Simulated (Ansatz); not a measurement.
# TiAl (P-6m2): from the cell to its phonons

Wanted: phonon frequencies of TiAl (P-6m2) and what follows from them.

Method: DFT PBEsol, scalar-relativistic, plane waves, PAW, in Ansatz 0.2.0.

**1. The structure**

Symmetry: P-6m2, No. 187, hexagonal system. Conventional cell: a = 2.867 Å, b = 2.867 Å, c = 4.678 Å, α = 90.00°, β = 90.00°, γ = 120.00°. Nearest to Ti lie 6 Al at 2.87 Å and 6 Ti at 2.87 Å. Al has 6 Ti at 2.87 Å and 6 Al at 2.87 Å nearest. Farther neighbours are not listed.

As a file:

```cif
data_structure
_symmetry_space_group_name_H-M 'P 1'
_symmetry_Int_Tables_number 1
_cell_length_a 2.8673
_cell_length_b 2.8673
_cell_length_c 4.6781
_cell_angle_alpha 90.000
_cell_angle_beta 90.000
_cell_angle_gamma 120.000
_cell_volume 33.31
loop_
_atom_site_label
_atom_site_type_symbol
_atom_site_fract_x
_atom_site_fract_y
_atom_site_fract_z
_atom_site_occupancy
Ti1 Ti 0.00000 0.00000 0.00000 1
Al2 Al 0.33333 0.66667 0.50000 1
```

**2. Relaxation**

The cell and atoms are relaxed, since residual forces and stress would shift the frequencies.

File input.yaml:

```yaml
crystal:
  lattice:
    - [2.8672622327, 0.0, 0.0]
    - [-1.4336311163, 2.4831219328, 0.0]
    - [0.0, 0.0, 4.678083]
  atoms:
    - { symbol: Ti, position: [0.0, 0.0, 0.0] }
    - { symbol: Al, position: [0.33333333, 0.66666667, 0.5] }
kpoints:
  mp_grid: { grid: [15, 15, 8] }
hamiltonian:
  xc: pbesol
scf:
  occupations: { method: gaussian, width: 0.1 }
output:
  forces: true
  stress: true
  eigenvalues: true
relax:
  adjacent_minimum: "off"
  f_tol: 0.005
  max_steps: 80
  cell: { stress_tol: 0.05 }
```

Run with:

```console
$ ansatz run input.yaml --threads 4 --pin off --max-ram 7168MiB --backend cpu --events-out ev --progress --plain --runs-dir out
```

Numbers of over 12 decimals in the logs are rounded to 6 here.

Log:

```text
Engine: ansatz 0.2.0, aarch64-unknown-linux-gnu
Pseudopotentials: kind: paw
Pseudopotential: Ti, paw, valence charge 12, recommended cutoff 420 eV (normal), Ti.paw.azcp
Pseudopotential: Al, paw, valence charge 3, recommended cutoff 420 eV (normal), Al.paw.azcp
Functional definition: PBEsol
  exchange = pbesol_x
  correlation = pbesol_c
Crystal: 2 atoms, lattice volume = 33.307 Å³
Basis set: ecut = 420 eV, 663 PW (Γ), exchange–correlation on 40×40×64 points (8 copies of the dense FFT grid, shifted against one another)
Bands: 12, of which v1, the nominal top of the filled ones, is band 8 counted from 1 (7 counted from 0)
Symmetry: 12 space group operations
Space group: P-6m2 (ITA 187), of the structure as read, at distance tolerance 3.2e-5 Å
k-points: 135 of 1800 (time reversal used)
Non-local potential: Ti, projectors of the file, l = 0: 3, l = 1: 2, l = 2: 3, l = 3: 1
Non-local potential: Al, projectors of the file, l = 0: 2, l = 1: 2, l = 2: 1
PAW form: soft (Blöchl's): semilocal exchange-correlation on the pseudo side does not see the compensation charge
PAW frozen core: Ti, regenerated for the run's functional, and the local potential with it (the file was generated under x = pbe(κ = 0.804, μ = 0.219515), c = pbe(β = 0.066725))
PAW frozen core: Al, regenerated for the run's functional, and the local potential with it (the file was generated under x = pbe(κ = 0.804, μ = 0.219515), c = pbe(β = 0.066725))
PAW one-centre angular grid: Ti, 590 points (default); XC on 64 Gauss nodes
PAW one-centre angular grid: Al, 110 points (default); XC on 64 Gauss nodes
Initial density: superposition of atomic densities (neutral atoms: chi_scale 0, normalization atom), corrected by the library's trained network
Initial wavefunctions: pseudopotential atomic-orbital guess
Functional: x = pbesol(κ = 0.804, μ = 0.123457), c = pbesol(β = 0.046)
SCF iter   1: F=—  HF=-2998.953031 eV  |F-HF|=—  |Δ(HF+E_count)|=         —  Δρ=9.08e-3  dr2=3.90e-2  ethr=1.77e-3  ⟨swp⟩=5.0  Hψ=8320  notcnv=0
preconditioner: auto → none  [metal: Δε(μ)=0.018 eV  Ē_g=5.147 eV  σ=0.100 eV  W_gap=0.10  n_scr=2 (ndim 8)  ℏωp=17.0 eV  f_vac=0.000  D(μ)=2.92/eV (n_scr^D=34)  sad-step TF]
SCF iter   2: F=—  HF=-2998.948597 eV  |F-HF|=—  |Δ(HF+E_count)|=   4.43e-3  Δρ=5.63e-3  dr2=1.83e-2  ethr=2.60e-4  ⟨swp⟩=1.5  Hψ=2815  notcnv=0
SCF iter   3: F=—  HF=-2998.945698 eV  |F-HF|=—  |Δ(HF+E_count)|=   2.90e-3  Δρ=1.12e-3  dr2=9.56e-4  ethr=1.22e-4  ⟨swp⟩=2.0  Hψ=2104  notcnv=0
SCF iter   4: F=—  HF=-2998.945449 eV  |F-HF|=—  |Δ(HF+E_count)|=   2.49e-4  Δρ=2.71e-4  dr2=1.14e-5  ethr=6.37e-6  ⟨swp⟩=2.2  Hψ=2165  notcnv=0
SCF iter   5: F=—  HF=-2998.945422 eV  |F-HF|=—  |Δ(HF+E_count)|=   2.71e-5  Δρ=3.32e-5  dr2=4.17e-7  ethr=7.61e-8  ⟨swp⟩=2.2  Hψ=2429  notcnv=0
SCF iter   6: F=-2998.945422 eV  HF=-2998.945422 eV  |F-HF|=5.22e-9  |Δ(HF+E_count)|=   1.50e-8  Δρ=5.64e-6  dr2=9.56e-9  ethr=6.67e-10  ⟨swp⟩=5.5  Hψ=6860  notcnv=0
SCF 1 converged in 6 iterations: F = -2998.945422 eV  dr2 = 9.56e-9
  greatest PAW one-centre occupation: 0.999 electrons in one spin orbital (limit 2), on the Ti atom at site 0 (counted from 0), in its partial waves of l = 0
relax step   1: F+E_penalty+E_count = -2998.94542215 eV  Δ(F+E_penalty+E_count) = +0.000e0 eV  max|allowed force component| = 3.816e-17 eV/Å  Δτ_max = 0.0000 Å  P = -2.916 GPa  Ω = 33.307 Å³  (6 SCF iters, dr2 threshold 1.00e-7 eV, accepted)
Crystal: 2 atoms, lattice volume = 31.771 Å³
Basis set: ecut = 420 eV, 615 PW (Γ), exchange–correlation on 40×40×64 points (8 copies of the dense FFT grid, shifted against one another)
Initial density: handed on by an earlier stage of this run
Initial wavefunctions: those handed on with the density
iter 1 solved again at ethr=1.33e-5 eV; its pass at ethr=3.10e-3 eV (dr2=1.99e-3 eV) is discarded
SCF iter   1: F=—  HF=-2998.949900 eV  |F-HF|=—  |Δ(HF+E_count)|=         —  Δρ=1.81e-3  dr2=1.99e-3  ethr=1.33e-5  ⟨swp⟩=1.0  Hψ=10431  notcnv=0
preconditioner: auto → none  [metal: Δε(μ)=0.003 eV  Ē_g=5.279 eV  σ=0.100 eV  W_gap=0.02  n_scr=2 (ndim 8)  ℏωp=17.4 eV  f_vac=0.000  D(μ)=2.94/eV (n_scr^D=34)]
SCF iter   2: F=—  HF=-2998.949218 eV  |F-HF|=—  |Δ(HF+E_count)|=   6.82e-4  Δρ=7.65e-4  dr2=1.45e-4  ethr=1.33e-5  ⟨swp⟩=2.1  Hψ=1998  notcnv=0
SCF iter   3: F=—  HF=-2998.949126 eV  |F-HF|=—  |Δ(HF+E_count)|=   9.17e-5  Δρ=2.12e-4  dr2=1.47e-5  ethr=9.64e-7  ⟨swp⟩=2.0  Hψ=2121  notcnv=0
SCF iter   4: F=—  HF=-2998.949121 eV  |F-HF|=—  |Δ(HF+E_count)|=   5.08e-6  Δρ=2.70e-5  dr2=1.83e-7  ethr=9.78e-8  ⟨swp⟩=2.0  Hψ=2026  notcnv=0
iter 5 did not close the SCF: its close was put off for the readings that it lacked (scf_convergence_deferred on its scf_iter line)
SCF iter   5: F=-2998.949121 eV  HF=-2998.949121 eV  |F-HF|=1.89e-10  |Δ(HF+E_count)|=   7.33e-8  Δρ=4.69e-6  dr2=5.10e-9  ethr=1.22e-9  ⟨swp⟩=2.1  Hψ=2043  notcnv=0
SCF iter   6: F=-2998.949121 eV  HF=-2998.949121 eV  |F-HF|=4.73e-11  |Δ(HF+E_count)|=  8.91e-10  Δρ=5.04e-7  dr2=3.99e-11  ethr=3.40e-11  ⟨swp⟩=1.5  Hψ=4794  notcnv=0
SCF 2 converged in 6 iterations: F = -2998.949121 eV  dr2 = 3.99e-11
relax step   2: F+E_penalty+E_count = -2998.94912121 eV  Δ(F+E_penalty+E_count) = -3.699e-3 eV  max|allowed force component| = 4.532e-17 eV/Å  Δτ_max = 0.0000 Å  P = +2.498 GPa  Ω = 31.771 Å³  energy of the carried Pulay correction = +3.397e-4 eV  (6 SCF iters, dr2 threshold 2.00e-7 eV, accepted)
Crystal: 2 atoms, lattice volume = 32.463 Å³
Basis set: ecut = 420 eV, 627 PW (Γ), exchange–correlation on 40×40×64 points (8 copies of the dense FFT grid, shifted against one another)
iter 1 solved again at ethr=3.31e-6 eV; its pass at ethr=3.10e-3 eV (dr2=4.96e-4 eV) is discarded
SCF iter   1: F=—  HF=-2998.954616 eV  |F-HF|=—  |Δ(HF+E_count)|=         —  Δρ=8.33e-4  dr2=4.56e-4  ethr=3.31e-6  ⟨swp⟩=2.0  Hψ=10672  notcnv=0
preconditioner: auto → none  [metal: Δε(μ)=0.006 eV  Ē_g=5.187 eV  σ=0.100 eV  W_gap=0.03  n_scr=2 (ndim 8)  ℏωp=17.2 eV  f_vac=0.000  D(μ)=2.95/eV (n_scr^D=34)]
SCF iter   2: F=—  HF=-2998.954467 eV  |F-HF|=—  |Δ(HF+E_count)|=   1.49e-4  Δρ=3.58e-4  dr2=3.25e-5  ethr=3.04e-6  ⟨swp⟩=2.0  Hψ=2002  notcnv=0
SCF iter   3: F=—  HF=-2998.954425 eV  |F-HF|=—  |Δ(HF+E_count)|=   4.25e-5  Δρ=1.01e-4  dr2=3.63e-6  ethr=2.16e-7  ⟨swp⟩=2.2  Hψ=2304  notcnv=0
iter 4 did not close the SCF: its close was put off for the readings that it lacked (scf_convergence_deferred on its scf_iter line)
SCF iter   4: F=-2998.954423 eV  HF=-2998.954423 eV  |F-HF|=1.10e-9  |Δ(HF+E_count)|=   1.20e-6  Δρ=1.28e-5  dr2=4.70e-8  ethr=2.42e-8  ⟨swp⟩=2.0  Hψ=2024  notcnv=0
iter 5 did not close the SCF: its close was put off for the readings that it lacked (scf_convergence_deferred on its scf_iter line)
SCF iter   5: F=-2998.954423 eV  HF=-2998.954423 eV  |F-HF|=2.14e-11  |Δ(HF+E_count)|=   1.58e-8  Δρ=2.28e-6  dr2=1.27e-9  ethr=3.13e-10  ⟨swp⟩=2.1  Hψ=2015  notcnv=0
SCF iter   6: F=-2998.954423 eV  HF=-2998.954423 eV  |F-HF|=1.46e-11  |Δ(HF+E_count)|=  2.10e-10  Δρ=2.67e-7  dr2=1.23e-11  ethr=8.48e-12  ⟨swp⟩=1.0  Hψ=4339  notcnv=0
SCF 3 converged in 6 iterations: F = -2998.954423 eV  dr2 = 1.23e-11
relax step   3: F+E_penalty+E_count = -2998.95442333 eV  Δ(F+E_penalty+E_count) = -5.302e-3 eV  max|allowed force component| = 1.995e-17 eV/Å  Δτ_max = 0.0000 Å  P = -0.099 GPa  Ω = 32.463 Å³  energy of the carried Pulay correction = +1.847e-4 eV  (6 SCF iters, dr2 threshold 2.00e-7 eV, accepted)
[...]
relax step   4: F+E_penalty+E_count = -2998.95444055 eV  Δ(F+E_penalty+E_count) = -1.722e-5 eV  max|allowed force component| = 1.995e-17 eV/Å  Δτ_max = 0.0000 Å  P = -0.002 GPa  Ω = 32.436 Å³  energy of the carried Pulay correction = +1.906e-4 eV  (6 SCF iters, dr2 threshold 6.42e-8 eV, accepted)
Initial wavefunctions: pseudopotential atomic-orbital guess (no wavefunctions were taken with the density)
iter 1 solved again at ethr=1.17e-8 eV; its pass at ethr=3.10e-3 eV (dr2=1.75e-6 eV) is discarded
SCF iter   1: F=—  HF=-2998.954310 eV  |F-HF|=—  |Δ(HF+E_count)|=         —  Δρ=1.79e-5  dr2=1.42e-8  ethr=1.17e-8  ⟨swp⟩=2.9  Hψ=12834  notcnv=0
SCF iter   2: F=—  HF=-2998.954280 eV  |F-HF|=—  |Δ(HF+E_count)|=   2.98e-5  Δρ=8.84e-6  dr2=2.97e-9  ethr=9.44e-11  ⟨swp⟩=2.0  Hψ=2109  notcnv=0
SCF iter   3: F=—  HF=-2998.954280 eV  |F-HF|=—  |Δ(HF+E_count)|=   5.49e-9  Δρ=1.62e-6  dr2=4.67e-10  ethr=1.98e-11  ⟨swp⟩=2.5  Hψ=2526  notcnv=0
SCF iter   4: F=—  HF=-2998.954280 eV  |F-HF|=—  |Δ(HF+E_count)|=  4.68e-11  Δρ=3.78e-7  dr2=2.41e-11  ethr=3.11e-12  ⟨swp⟩=2.0  Hψ=2062  notcnv=0
iter 5 did not close the SCF: its close was put off for the readings that it lacked (scf_convergence_deferred on its scf_iter line)
SCF iter   5: F=-2998.954280 eV  HF=-2998.954280 eV  |F-HF|=0.00e0  |Δ(HF+E_count)|=  3.18e-12  Δρ=1.42e-7  dr2=2.57e-12  ethr=1.00e-12  ⟨swp⟩=1.0  Hψ=1620  notcnv=0
iter 6 did not close the SCF: its close was put off for the readings that it lacked (scf_convergence_deferred on its scf_iter line)
SCF iter   6: F=-2998.954280 eV  HF=-2998.954280 eV  |F-HF|=4.55e-13  |Δ(HF+E_count)|=  9.09e-13  Δρ=1.23e-8  dr2=1.82e-14  ethr=1.00e-12  ⟨swp⟩=1.0  Hψ=1620  notcnv=0
iter 7 did not close the SCF: its close was put off for the readings that it lacked (scf_convergence_deferred on its scf_iter line)
SCF iter   7: F=-2998.954280 eV  HF=-2998.954280 eV  |F-HF|=0.00e0  |Δ(HF+E_count)|=    0.00e0  Δρ=1.31e-9  dr2=3.36e-16  ethr=1.00e-12  ⟨swp⟩=1.0  Hψ=1620  notcnv=0
iter 8 did not close the SCF: its close was put off for the readings that it lacked (scf_convergence_deferred on its scf_iter line)
SCF iter   8: F=-2998.954280 eV  HF=-2998.954280 eV  |F-HF|=0.00e0  |Δ(HF+E_count)|=    0.00e0  Δρ=1.89e-10  dr2=7.37e-18  ethr=1.00e-12  ⟨swp⟩=1.0  Hψ=1620  notcnv=0
SCF iter   9: F=-2998.954280 eV  HF=-2998.954280 eV  |F-HF|=9.09e-13  |Δ(HF+E_count)|=    0.00e0  Δρ=1.87e-11  dr2=8.50e-20  ethr=1.00e-12  ⟨swp⟩=1.0  Hψ=3780  notcnv=0
SCF 5 converged in 9 iterations: F = -2998.954280 eV  dr2 = 8.50e-20
relax step   5: F+E_penalty+E_count = -2998.95427988 eV  Δ(F+E_penalty+E_count) = +1.607e-4 eV  max|allowed force component| = 1.923e-17 eV/Å  Δτ_max = 0.0000 Å  P = -0.010 GPa  Ω = 32.436 Å³  stress off target by 2.18e-2 GPa  SCF on the basis re-selected at this cell (its energy is not comparable with the rows above)  (9 SCF iters)
basis re-selected at this cell: Δ(F+E_penalty+E_count) = +1.607e-4 eV, ΔP = -0.009 GPa vs the last step (what re-selecting the basis moved, of the pressure what is left beyond the Pulay correction that the steps carried, after the strain that the cell walked since its last selection, with what the two solves' SCF thresholds leave and, on support functions, any second-order correction that the steps lacked; it is no m [...]
SCF converged after 9 iterations
Free energy (F): -2998.954280 eV
Harris-Foulkes:  -2998.954280 eV  (|F-HF|=9.09e-13)
Internal energy: -2998.939512 eV  (E = F + TS)
E sigma→0 (E₀):  -2998.946896 eV
Entropy (-TS):   -0.014768 eV (-7.384 meV/atom)
Fermi energy:    10.690223 eV
--- Per-component energies (eV) ---
  E_band       = -164.581759
  E_kinetic    = 296.289180
  E_local      = -1141.550621  (includes V_loc(G=0)·N_el)
  E_nonlocal   = 20.034217
  E_hartree    = 493.176203
  E_xc         = -136.632034
  E_vxc        = -151.343412  (∫ρ·V_xc dr)
  E_paw        = -1477.472487  (= ΣΔE_a)
  E_vpaw       = -174.363642  (= ΣTr[D̂ρ^β])
  E_aug_tail   = 0.000114  (compensation charges beyond the density's cutoff)
  E_ewald      = -1052.942607
  E_core_change = 0.158523  (= ΣΔE_core)
  E_smearing   = -0.014768  (= −TS)
  E_closure    = 0.000000  (closes the sum)
  Σ components = -2998.954280   (vs F -2998.954280, Δ=0.00e0)
--- Forces (eV/Å), atoms counted from 1 ---
  atom   1  Ti     0.00000000     0.00000000    -0.00000000
  atom   2  Al    -0.00000000    -0.00000000    -0.00000000
  max |Σ_I F_I| component: 4.11e-17 eV/Å
--- Stress (GPa, compression-positive) ---
       -0.004595       0.000000      -0.000000
        0.000000      -0.004595       0.000000
       -0.000000       0.000000      -0.021784
  P = ⅓ Tr σ = -0.0103 GPa (-0.103 kbar)
--- Band table (eV; the first three rows and the last of 135) ---
  k-point 0: bands = [... 4 lower, 1.6737, 8.3927, 8.9183, 12.0045, 12.0045, 13.5377, 13.5377, 14.8211]
  k-point 1: bands = [... 4 lower, 1.7751, 7.6191, 9.4788, 12.0065, 12.0065, 13.5253, 13.5253, 15.1529]
  k-point 2: bands = [... 4 lower, 2.0561, 6.6011, 9.9585, 12.0113, 12.0113, 13.4958, 13.4958, 16.0277]
  k-point 134: bands = [... 4 lower, 8.6312, 8.7188, 10.0236, 10.0648, 10.6978, 11.9808, 14.1026, 15.3729]
--- Relaxed structure (4 steps of the walk, 4 accepted, 1 SCFs on fresh bases) ---
  F+E_penalty+E_count = -2998.95427988 eV   max|allowed force component| = 1.923e-17 eV/Å   (the final SCF, on the basis selected at the relaxed cell)
  cell:  # Å, volume = 32.4360 Å³
    - [2.848609, -2.8679619161452005e-11, 0]
    - [-1.424304, 2.466967, -9.123314632168427e-19]
    - [0, -1.7187888568873995e-18, 4.615628]
  atoms:
    - { symbol: Ti, position: [-1.8503717008154225e-17, 1.8503717008154222e-17, 0] }
    - { symbol: Al, position: [0.333333, 0.666667, 0.5] }
```

Wall time 6.3 s (4 threads of Arm Neoverse V2, shared host); peak memory 0.39 GiB.

The steps of the relaxation:

```
step  energy less that of the first step (eV)  largest force component (eV/Å)  pressure (GPa)  volume (Å³)
   1                                   0.0000                          0.0000           -2.92        33.31
   2                                  -0.0037                          0.0000            2.50        31.77
   3                                  -0.0090                          0.0000           -0.10        32.46
   4                                  -0.0090                          0.0000            0.00        32.44
  5*                                  -0.0089                          0.0000           -0.01        32.44
```

Relaxation steps marked * repeat the geometry before them on a plane-wave basis chosen anew for their cell, so energy and pressure can jump there.

Forces are held to the 12 operations that the run works with; a distortion that breaks them can't arise in this run.

```
conventional cell, symmetrised  before  after  change
                         a (Å)   2.867  2.849  -0.7 %
                         b (Å)   2.867  2.849  -0.7 %
                         c (Å)   4.678  4.616  -1.3 %
              volume (Å³/atom)   16.65  16.22  -2.6 %
```

The relaxed structure:

```
Ti Al
1.0
     2.84861    0.00000    0.00000
    -1.42430    2.46697    0.00000
     0.00000    0.00000    4.61563
Ti Al
1 1
Cartesian
  0.0000 0.0000 0.0000
  0.0000 1.6446 2.3078
```

Numbers from this step:

```
pressure          : -0.01032 GPa
volume per atom   : 16.22 Å³
gap on the k-mesh : 0 eV
```

In this step the volume went from 16.65 to 16.22 Å³/atom.

**3. Tight relaxation**

Phonons need a cell at rest on their own settings, so the relaxation is repeated with tight tolerances on forces and stress, using the mesh and the filling of the phonon run that follows.

File input.yaml:

```yaml
crystal:
  lattice:
    - [2.8486086743, 0.0, 0.0]
    - [-1.4243043371, 2.4669674774, 0.0]
    - [0.0, 0.0, 4.6156283794]
  atoms:
    - { symbol: Ti, position: [0.0, 0.0, 0.0] }
    - { symbol: Al, position: [0.3333333333, 0.6666666667, 0.5] }
kpoints:
  mp_grid: { grid: [18, 18, 8] }
hamiltonian:
  xc: pbesol
scf:
  occupations: { method: methfessel_paxton, width: 0.15 }
output:
  forces: true
  stress: true
  eigenvalues: true
relax:
  adjacent_minimum: "off"
  f_tol: 0.001
  max_steps: 60
  cell: { stress_tol: 0.01 }
```

Log:

```text
[...]
Crystal: 2 atoms, lattice volume = 32.436 Å³
Basis set: ecut = 420 eV, 615 PW (Γ), exchange–correlation on 40×40×64 points (8 copies of the dense FFT grid, shifted against one another)
Bands: 12, of which v1, the nominal top of the filled ones, is band 8 counted from 1 (7 counted from 0)
Symmetry: 12 space group operations
[...]
k-points: 185 of 2592 (time reversal used)
[...]
k-point 184: bands = [... 4 lower, 8.6391, 8.7327, 10.0236, 10.0806, 10.7110, 11.9878, 14.0986, 15.3758]
--- Relaxed structure (3 steps of the walk, 3 accepted, 1 SCFs on fresh bases) ---
[...]
cell:  # Å, volume = 32.4215 Å³
    - [2.846335, -2.884457958638885e-11, 0]
    - [-1.423168, 2.464999, 0]
    - [0, 0.0, 4.620940]
  atoms:
    - { symbol: Ti, position: [0, -3.700743415524894e-17, 0] }
    - { symbol: Al, position: [0.333333, 0.666667, 0.500000] }
[key lines of the parts left out:]
SCF converged after 6 iterations
Free energy (F): -2998.949204 eV
Fermi energy:    10.703161 eV
P = ⅓ Tr σ = 0.0064 GPa (0.064 kbar)
```

Run time: 6 s. Hardware: 4 threads; peak memory 0.42 GiB.

Relaxation path:

```
step  energy less that of the first step (eV)  largest force component (eV/Å)  pressure (GPa)  volume (Å³)
   1                                   0.0000                          0.0000           -0.02        32.44
   2                                   0.0000                          0.0000           -0.01        32.43
   3                                   0.0000                          0.0000            0.01        32.42
  4*                                   0.0000                          0.0000            0.01        32.42
```

Relaxation steps marked * repeat the geometry before them on a plane-wave basis chosen anew for their cell, so energy and pressure can jump there.

The run keeps the 12 symmetry operations that it works with, so distortions that break them were not tested.

```
conventional cell, symmetrised  before  after  change
                         a (Å)   2.849  2.846  -0.1 %
                         b (Å)   2.849  2.846  -0.1 %
                         c (Å)   4.616  4.621  +0.1 %
              volume (Å³/atom)   16.22  16.21  -0.0 %
```

Final coordinates:

```cif
data_structure
_symmetry_space_group_name_H-M 'P 1'
_symmetry_Int_Tables_number 1
_cell_length_a 2.8463
_cell_length_b 2.8463
_cell_length_c 4.6209
_cell_angle_alpha 90.000
_cell_angle_beta 90.000
_cell_angle_gamma 120.000
_cell_volume 32.42
loop_
_atom_site_label
_atom_site_type_symbol
_atom_site_fract_x
_atom_site_fract_y
_atom_site_fract_z
_atom_site_occupancy
Ti1 Ti 0.00000 0.00000 0.00000 1
Al2 Al 0.33333 0.66667 0.50000 1
```

Numbers from this step:

| Quantity | Value |
| --- | --- |
| pressure | 0.006399 GPa |
| volume per atom | 16.21 Å³ |

The forces vanish by symmetry and the pressure is 0.006 GPa, within the tolerances set. The cell now holds 16.21 Å³/atom.

[end of part 1 of 3]

[Logs are printed without paths, hosts, clocks, repeated set-up lines and the standing remarks that a program may print on its own settings, such as how far it seeks lower states.]

[Hosts, paths, dates, database ids (printed as entryN), source tags and the programs' standing remarks are cut or masked in the printed files.]
